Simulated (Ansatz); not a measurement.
# Relaxing random alloy of the fcc Cu-Al line, x = 0.0938 (128 atoms)

Aim: bring random alloy of the fcc Cu-Al line, x = 0.0938 (128 atoms) to a nearby minimum of the energy and see what moves.

Program: Ansatz 0.2.0. Level of theory: Kohn-Sham DFT, PBE, PAW (set soft_2), plane waves. Results are calculated unless marked as measured.

Report form: the programs' logs are mostly left out.

## (1) Set-up

The cell holds 128 atoms: 116 Cu and 12 Al. Its edges and angles: a = 12.724 Å, b = 12.724 Å, c = 12.724 Å, α = 109.5°, β = 109.5°, γ = 109.5°. It derives from Cu (fcc Cu-Al) and Al. Fcc Cu-Al: 128 atoms, 12 of 128 Cu sites given to Al at random, cell and internal coordinates interpolated linearly between the end members (Vegard's rule); not relaxed, displaced by a Gaussian of 0.02 Å. Lattice constants are starting values near those of PBE.

Before any run, some limits are plain. The host structure and its lattice constant were typed by rule, without a check against the phase diagram.

## (2) Single point at the start

A single point comes first, to see the forces before anything moves.

input.yaml

```yaml
crystal:
  lattice:
    - [-7.34614, 7.34614, 7.34614]
    - [7.34614, -7.34614, 7.34614]
    - [7.34614, 7.34614, -7.34614]
  atoms:
    - { symbol: Cu, position: [0.49845, 0.00149, 0.00138] }
    - { symbol: Cu, position: [0.74805, 0.12041, 0.12472] }
    - { symbol: Cu, position: [0.6244, 0.25281, 0.12634] }
    - { symbol: Cu, position: [0.62419, 0.12186, 0.25165] }
    - { symbol: Cu, position: [0.75102, 0.2511, 0.99904] }
    - { symbol: Cu, position: [0.99857, 0.37231, 0.12327] }
    - { symbol: Al, position: [0.8743, 0.49856, 0.12585] }
    - { symbol: Cu, position: [0.87691, 0.37724, 0.25279] }
    - { symbol: Al, position: [0.7489, 0.00106, 0.2503] }
    - { symbol: Cu, position: [0.00036, 0.12445, 0.37336] }
    - { symbol: Cu, position: [0.87352, 0.24812, 0.37352] }
    - { symbol: Cu, position: [0.87407, 0.12383, 0.49794] }
    - { symbol: Cu, position: [0.00258, 0.00074, 0.9988] }
    - { symbol: Cu, position: [0.24853, 0.1248, 0.12575] }
    - { symbol: Cu, position: [0.12737, 0.24905, 0.12629] }
    - { symbol: Cu, position: [0.12812, 0.12699, 0.24939] }
    - { symbol: Cu, position: [0.25125, 0.25057, 0.001] }
    - { symbol: Cu, position: [0.49797, 0.37404, 0.12297] }
    - { symbol: Cu, position: [0.37694, 0.50086, 0.12551] }
    - { symbol: Cu, position: [0.37659, 0.37747, 0.25166] }
    - { symbol: Cu, position: [0.5024, 0.49967, 0.00068] }
    - { symbol: Cu, position: [0.75056, 0.62449, 0.12526] }
    - { symbol: Cu, position: [0.63004, 0.75452, 0.12861] }
    - { symbol: Cu, position: [0.62235, 0.62241, 0.24613] }
    - { symbol: Cu, position: [0.75162, 0.75065, 0.00141] }
    - { symbol: Al, position: [0.00071, 0.87337, 0.12183] }
    - { symbol: Cu, position: [0.87573, 1.0e-05, 0.12635] }
    - { symbol: Cu, position: [0.87581, 0.87528, 0.24998] }
    - { symbol: Cu, position: [0.24925, 0.99936, 0.25043] }
    - { symbol: Cu, position: [0.5017, 0.12705, 0.37568] }
    - { symbol: Cu, position: [0.37474, 0.25112, 0.37688] }
    - { symbol: Cu, position: [0.37568, 0.12424, 0.49971] }
    [... 90 atom lines left out ...]
    - { symbol: Cu, position: [0.62201, 0.0015, 0.87191] }
    - { symbol: Cu, position: [0.62439, 0.8748, 0.00047] }
    - { symbol: Cu, position: [0.00194, 0.75366, 0.7506] }
    - { symbol: Cu, position: [0.25184, 0.8747, 0.87868] }
    - { symbol: Cu, position: [0.12713, 0.99877, 0.87358] }
    - { symbol: Cu, position: [0.1223, 0.87444, 0.99795] }
kpoints:
  mp_grid: { grid: [2, 2, 2] }
hamiltonian:
  xc: pbe
scf:
  occupations: { method: fermi_dirac, width: 0.1 }
output:
  forces: true
```

The run is started by

```console
$ ansatz run input.yaml --threads 11 --pin off --max-ram 102400MiB --backend cuda --events-out ev --progress --plain --runs-dir out
```

Elapsed: 9.3 s, on 1 × NVIDIA H100 80GB HBM3 with 11 threads of AMD EPYC 7R13 (Zen 3), shared host; peak memory 2.1 GiB; 35 s of CPU time.

That memory is the host's; the program planned up to 68.4 GiB on the GPU.

Read from the output:

| Property | Result |
| --- | --- |
| free energy | -774978.7469 eV |
| free energy per atom | -6054.5215 eV/atom |
| SCF cycles | 11 |
| r.m.s. force component | 0.1795 eV/Å |
| longest force | 1.258 eV/Å |
| Fermi energy | 15.49 eV |

The r.m.s. force component of 0.18 eV/Å sets the starting point.

Length of the force by element:

| element | coordination | atoms | mean length of the force (eV/Å) | spread | least | most |
| --- | --- | --- | --- | --- | --- | --- |
| Al | all | 12 | 0.555 | 0.395 | 0.182 | 1.26 |
| Cu | all | 116 | 0.217 | 0.108 | 0.0155 | 0.577 |

## (3) Cell and atoms relaxed

Cell and atoms are freed together, to release stress as well as forces.

Edit input.yaml of step 2 so:

```diff
@@ -15 +15,5 @@
   forces: true
+relax:
+  f_tol: 0.04
+  max_steps: 150
+  cell: {}
```

The job ended after 27 s (1 × NVIDIA H100 80GB HBM3 with 11 threads; peak memory 2.3 GiB).

That memory is the host's; the program planned up to 70 GiB on the GPU.

The program notes that the band table was not solved further than the SCF left it.

Relaxation path:

| step | energy less that of the first step (eV) | largest force component (eV/Å) | pressure (GPa) | volume (Å³) |
| --- | --- | --- | --- | --- |
| 1 | 0.0000 | 1.0275 | -2.09 | 1585.76 |
| 2 | -0.6341 | 0.5037 | -0.83 | 1568.64 |
| 3 | -0.9235 | 0.0239 | 0.01 | 1558.02 |
| 4* | -0.9033 | 0.0239 | 0.03 | 1558.02 |

Relaxation steps marked * repeat the geometry before them on a plane-wave basis chosen anew for their cell, so energy and pressure can jump there.

| cell as run | before | after | change |
| --- | --- | --- | --- |
| a (Å) | 12.724 | 12.650 | -0.6 % |
| b (Å) | 12.724 | 12.647 | -0.6 % |
| c (Å) | 12.724 | 12.645 | -0.6 % |
| α (°) | 109.47 | 109.88 | +0.4 % |
| β (°) | 109.47 | 109.25 | -0.2 % |
| γ (°) | 109.47 | 109.26 | -0.2 % |
| volume (Å³/atom) | 12.39 | 12.17 | -1.7 % |

The atoms that moved most (Å, as changes of fractional coordinates times the final cell):

| atom | dx | dy | dz | length |
| --- | --- | --- | --- | --- |
| Al58 | -0.012 | -0.108 | -0.043 | 0.117 |
| Al85 | 0.053 | -0.087 | 0.040 | 0.109 |
| Al82 | 0.019 | 0.068 | -0.064 | 0.095 |
| Cu113 | 0.051 | 0.054 | 0.049 | 0.089 |
| Al9 | -0.025 | 0.053 | 0.066 | 0.088 |
| Cu2 | 0.028 | -0.038 | 0.070 | 0.084 |
| Cu114 | 0.046 | 0.026 | -0.042 | 0.068 |
| Cu42 | -0.041 | 0.045 | -0.027 | 0.067 |

The relaxation changed the energy by -7.06 meV/atom, and atoms moved by 0.04 Å r.m.s., 0.12 Å at most.

## (4) Distances and neighbours after relaxation

Bonds before and after, by the cutoffs listed below:

| pair | bonds before | bonds after | mean before (Å) | mean after (Å) | spread before (Å) | spread after (Å) |
| --- | --- | --- | --- | --- | --- | --- |
| Cu-Cu | 626 | 626 | 2.598 | 2.581 | 0.028 | 0.012 |
| Cu-Al | 140 | 140 | 2.598 | 2.587 | 0.030 | 0.017 |
| Al-Al | 2 | 2 | 2.554 | 2.732 | 0.000 | 0.005 |

Density 8.20 g/cm³, 12.17 Å³ an atom.

Pair distribution functions g(r), in bins of 0.1 Å:

| r (Å) | total | Cu-Cu | Cu-Al | Al-Al |
| --- | --- | --- | --- | --- |
| 2.45 | 0.00 | 0.00 | 0.00 | 0.00 |
| 2.55 | 15.80 | 16.20 | 14.50 | 0.00 |
| 2.65 | 1.63 | 1.12 | 4.14 | 0.00 |
| 2.75 | 0.04 | 0.00 | 0.00 | 4.64 |
| 2.85 | 0.00 | 0.00 | 0.00 | 0.00 |
| 2.95 | 0.00 | 0.00 | 0.00 | 0.00 |
| 3.05 | 0.00 | 0.00 | 0.00 | 0.00 |
| 3.15 | 0.00 | 0.00 | 0.00 | 0.00 |
| 3.25 | 0.00 | 0.00 | 0.00 | 0.00 |
| 3.35 | 0.00 | 0.00 | 0.00 | 0.00 |
| 3.45 | 0.00 | 0.00 | 0.00 | 0.00 |
| 3.55 | 0.01 | 0.01 | 0.00 | 0.00 |
| 3.65 | 4.25 | 4.35 | 3.61 | 6.45 |
| 3.75 | 0.10 | 0.01 | 0.51 | 0.00 |
| 3.85 | 0.00 | 0.00 | 0.00 | 0.00 |
| 3.95 | 0.00 | 0.00 | 0.00 | 0.00 |
| 4.05 | 0.00 | 0.00 | 0.00 | 0.00 |
| 4.15 | 0.00 | 0.00 | 0.00 | 0.00 |
| 4.25 | 0.00 | 0.00 | 0.00 | 0.00 |
| 4.35 | 0.01 | 0.00 | 0.05 | 0.00 |
| 4.45 | 10.90 | 11.00 | 10.30 | 9.52 |
| 4.55 | 0.73 | 0.61 | 1.21 | 2.52 |
| 4.65 | 0.00 | 0.00 | 0.00 | 0.00 |
| 4.75 | 0.00 | 0.00 | 0.00 | 0.00 |
| 4.85 | 0.00 | 0.00 | 0.00 | 0.00 |
| 4.95 | 0.00 | 0.00 | 0.00 | 0.00 |
| 5.05 | 0.00 | 0.00 | 0.00 | 0.00 |
| 5.15 | 4.20 | 4.27 | 3.81 | 5.21 |
| 5.25 | 0.16 | 0.10 | 0.45 | 0.00 |
| 5.35 | 0.00 | 0.00 | 0.00 | 0.00 |
| 5.45 | 0.00 | 0.00 | 0.00 | 0.00 |
| 5.55 | 0.00 | 0.00 | 0.00 | 0.00 |
| 5.65 | 0.00 | 0.00 | 0.00 | 0.00 |
| 5.75 | 5.88 | 5.93 | 5.70 | 4.68 |
| 5.85 | 1.10 | 1.03 | 1.47 | 0.50 |
| 5.95 | 0.00 | 0.00 | 0.00 | 0.00 |
| 6.05 | 0.00 | 0.00 | 0.00 | 0.00 |
| 6.15 | 0.00 | 0.00 | 0.00 | 0.00 |
| 6.25 | 0.14 | 0.11 | 0.23 | 0.88 |
| 6.35 | 1.80 | 1.83 | 1.64 | 1.71 |
| 6.45 | 0.00 | 0.00 | 0.00 | 0.00 |
| 6.55 | 0.00 | 0.00 | 0.00 | 0.00 |
| 6.65 | 0.00 | 0.00 | 0.00 | 0.00 |
| 6.75 | 0.72 | 0.58 | 1.32 | 2.63 |

Bonds by pair of elements; cutoffs follow the first minimum of g(r), held within bounds set by covalent radii, and pairs that aren't listed don't count as bonded:

| pair A-B | cutoff (Å) | bonds | mean length (Å) | spread (Å) | shortest (Å) | B about A | A about B |
| --- | --- | --- | --- | --- | --- | --- | --- |
| Cu-Cu | 3.02 | 626 | 2.58 | 0.012 | 2.55 | 10.8 | 10.8 |
| Cu-Al | 3.02 | 140 | 2.59 | 0.017 | 2.53 | 1.21 | 11.7 |
| Al-Al | 3.05 | 2 | 2.73 | 0.005 | 2.73 | 0.333 | 0.333 |

How many atoms have how many bonded neighbours:

| element | mean | 12 |
| --- | --- | --- |
| Al | 12 | 12 |
| Cu | 12 | 116 |

Counting bonds as in the table, all Al atoms have 12 and all Cu atoms have 12 bonded neighbours.

## (5) Single point at the relaxed geometry

One more single point at the end of the walk gives the fuller output and checks the residual forces.

input.yaml

```yaml
crystal:
  lattice:
    - [-7.26287, 7.32474, 7.32341]
    - [7.26556, -7.31912, 7.32049]
    - [7.26408, 7.32033, -7.31779]
  atoms:
    - { symbol: Cu, position: [0.49875, 0.0006, 0.9981] }
    - { symbol: Cu, position: [0.75022, 0.12707, 0.12403] }
    - { symbol: Cu, position: [0.62391, 0.24996, 0.12466] }
    - { symbol: Cu, position: [0.62438, 0.12467, 0.24803] }
    - { symbol: Cu, position: [0.74875, 0.24937, 0.99856] }
    - { symbol: Cu, position: [0.99981, 0.37447, 0.12308] }
    - { symbol: Al, position: [0.87491, 0.4999, 0.1248] }
    - { symbol: Cu, position: [0.87429, 0.37572, 0.25012] }
    - { symbol: Al, position: [0.75703, 0.00386, 0.25216] }
    - { symbol: Cu, position: [0.00257, 0.12631, 0.37573] }
    - { symbol: Cu, position: [0.8758, 0.25271, 0.37584] }
    - { symbol: Cu, position: [0.87579, 0.12502, 0.50144] }
    - { symbol: Cu, position: [0.00125, 0.00072, 0.99875] }
    - { symbol: Cu, position: [0.25067, 0.12616, 0.12455] }
    - { symbol: Cu, position: [0.12588, 0.24999, 0.12372] }
    - { symbol: Cu, position: [0.12725, 0.1262, 0.25045] }
    - { symbol: Cu, position: [0.25047, 0.25007, 0.00023] }
    - { symbol: Cu, position: [0.49979, 0.37516, 0.12548] }
    - { symbol: Cu, position: [0.37454, 0.49878, 0.12511] }
    - { symbol: Cu, position: [0.37513, 0.37506, 0.25001] }
    - { symbol: Cu, position: [0.49951, 0.49945, 0.00056] }
    - { symbol: Cu, position: [0.74921, 0.62526, 0.12545] }
    - { symbol: Cu, position: [0.62527, 0.7515, 0.1266] }
    - { symbol: Cu, position: [0.62376, 0.62476, 0.24849] }
    - { symbol: Cu, position: [0.74961, 0.7496, 0.99962] }
    - { symbol: Al, position: [0.0012, 0.87624, 0.12581] }
    - { symbol: Cu, position: [0.87521, 0.99992, 0.12222] }
    - { symbol: Cu, position: [0.87623, 0.87476, 0.25048] }
    - { symbol: Cu, position: [0.25137, 0.00122, 0.24995] }
    - { symbol: Cu, position: [0.50003, 0.12485, 0.37442] }
    - { symbol: Cu, position: [0.37542, 0.25004, 0.37457] }
    - { symbol: Cu, position: [0.37633, 0.12627, 0.50094] }
    [... 90 atom lines left out ...]
    - { symbol: Cu, position: [0.62494, 0.00035, 0.87463] }
    - { symbol: Cu, position: [0.62538, 0.87719, 0.00031] }
    - { symbol: Cu, position: [0.00153, 0.75076, 0.75137] }
    - { symbol: Cu, position: [0.24977, 0.8761, 0.87503] }
    - { symbol: Cu, position: [0.12554, 0.00048, 0.87509] }
    - { symbol: Cu, position: [0.12555, 0.87543, 0.99989] }
kpoints:
  mp_grid: { grid: [2, 2, 2] }
hamiltonian:
  xc: pbe
scf:
  occupations: { method: fermi_dirac, width: 0.1 }
output:
  forces: true
  stress: true
  populations: true
  dos:
    method: { smearing: { sigma: 0.08 } }
    de: 0.05
    projected: { site_lists: { Al: [Al], Cu: [Cu] } }
  eigenvalues: true
  write_density: true
  write_potential: true
  volumetric_format: npy
```

Wall time 14 s (1 × NVIDIA H100 80GB HBM3 with 11 threads); peak memory 6.7 GiB; 63 s of CPU time.

That memory is the host's; the program planned up to 73 GiB on the GPU.

Numbers from this run:

| Property | Result |
| --- | --- |
| free energy | -774979.6501 eV |
| free energy per atom | -6054.5285 eV/atom |
| SCF cycles | 10 |
| pressure | 0.02932 GPa |
| r.m.s. force component | 0.00414 eV/Å |
| longest force | 0.03159 eV/Å |
| Fermi energy | 15.86 eV |
| levels partly filled by over 2 per cent | 116 |
| spilling of the projection | 0.008065 |

Density of states as counts of states in windows of 1 eV (from the Fermi level), total and the larger projections:

| from (eV) | to (eV) | total | Cu d | Cu s |
| --- | --- | --- | --- | --- |
| -14 | -10 | 0.0 | 0.0 | 0.0 |
| -10 | -9 | 5.8 | 0.1 | 4.4 |
| -9 | -8 | 13.1 | 0.4 | 9.3 |
| -8 | -7 | 17.0 | 1.2 | 11.2 |
| -7 | -6 | 24.4 | 4.2 | 14.3 |
| -6 | -5 | 52.7 | 24.0 | 20.3 |
| -5 | -4 | 198.4 | 174.0 | 17.6 |
| -4 | -3 | 358.7 | 342.7 | 6.2 |
| -3 | -2 | 417.5 | 404.4 | 6.4 |
| -2 | -1 | 177.5 | 163.1 | 8.2 |
| -1 | 0 | 45.1 | 19.8 | 12.5 |
| 0 | 1 | 39.0 | 9.5 | 13.0 |
| 1 | 2 | 29.4 | 4.0 | 8.8 |
| 2 | 3 | 32.0 | 3.3 | 10.5 |
| 3 | 4 | 33.6 | 2.6 | 14.1 |
| 4 | 5 | 35.7 | 1.8 | 11.8 |

The stored curve holds about 1310 of the 2240 electrons; the rest, give or take the few that broadening carries across the Fermi level, lie in deeper levels below its range.

The levels nearest the highest filled one (over half full), pooled over k-points and spins:

| level less the highest filled one (eV) | occupation |
| --- | --- |
| -0.0319 | 1.17 |
| -0.019 | 1.11 |
| -0.0112 | 1.07 |
| -0.0056 | 1.04 |
| -0.0042 | 1.03 |
| 0 | 1.01 |
| 0.0044 | 0.989 |
| 0.0052 | 0.986 |
| 0.0137 | 0.943 |
| 0.0141 | 0.941 |
| 0.0155 | 0.934 |
| 0.0172 | 0.926 |

Valence density in the ac plane at fractional y = 0.000, with atoms of Cu and Al within 0.2 Å of it. It is the smooth field of the valence electrons, not physical close to the nuclei.

Values in e/Å³, 13 rows by 16 columns, each cell a mean:
```
 7  0  1  0  0  0  0  7  7  0  1  0  0  0  0  6
 0 11 21  0  0  0  0  0  0 11 21  0  0  0  0  0
 0  1  1  2  9  0  0  0  0  1  1  2  8  0  0  0
 0  0  0  9 15  0  0  0  0  0  0 10 15  0  0  0
 0  0  0  0  0  8 20  1  0  0  0  0  0  8 19  0
 3  0  0  0  0  4  4  1  3  0  0  0  0  4  4  1
21  0  0  0  0  0  0 11 20  0  0  0  0  0  0 10
 1  4 13  0  0  0  0  1  1  4 12  0  0  0  0  1
 0  8 11  0  1  0  0  0  0  8 11  0  0  0  0  0
 0  0  0 10 21  1  0  0  0  0  0  0  0  0  0  0
 0  0  0  2  2  1  4  0  0  0  0  0  0  1  4  0
 0  0  0  0  0 12 17  0  0  0  0  0  0 11 19  0
16  1  0  0  0  0  0  6 15  0  0  0  0  0  0  6
```
Columns run along a (12.7 Å), rows up along c (12.6 Å). Atoms in or near the plane, at fractional coordinates: Cu at (0.50, 0.00), Al at (0.76, 0.25), Cu at (0.00, 0.00), Cu at (0.88, 0.12), Cu at (0.25, 0.25), Cu at (0.50, 0.50), Cu at (0.75, 0.75), Cu at (0.37, 0.12), Cu at (0.62, 0.37), Cu at (0.00, 0.50), Cu at (0.88, 0.63), Cu at (0.25, 0.75), Cu at (0.13, 0.38), Cu at (0.38, 0.63) and more.

(Part 1 of 2 ends here.)

[Logs are printed without paths, hosts, clocks, repeated set-up lines and the standing remarks that a program may print on its own settings, such as how far it seeks lower states.]

[Hosts, paths, dates, database ids (printed as entryN), source tags and the programs' standing remarks are cut or masked in the printed files.]
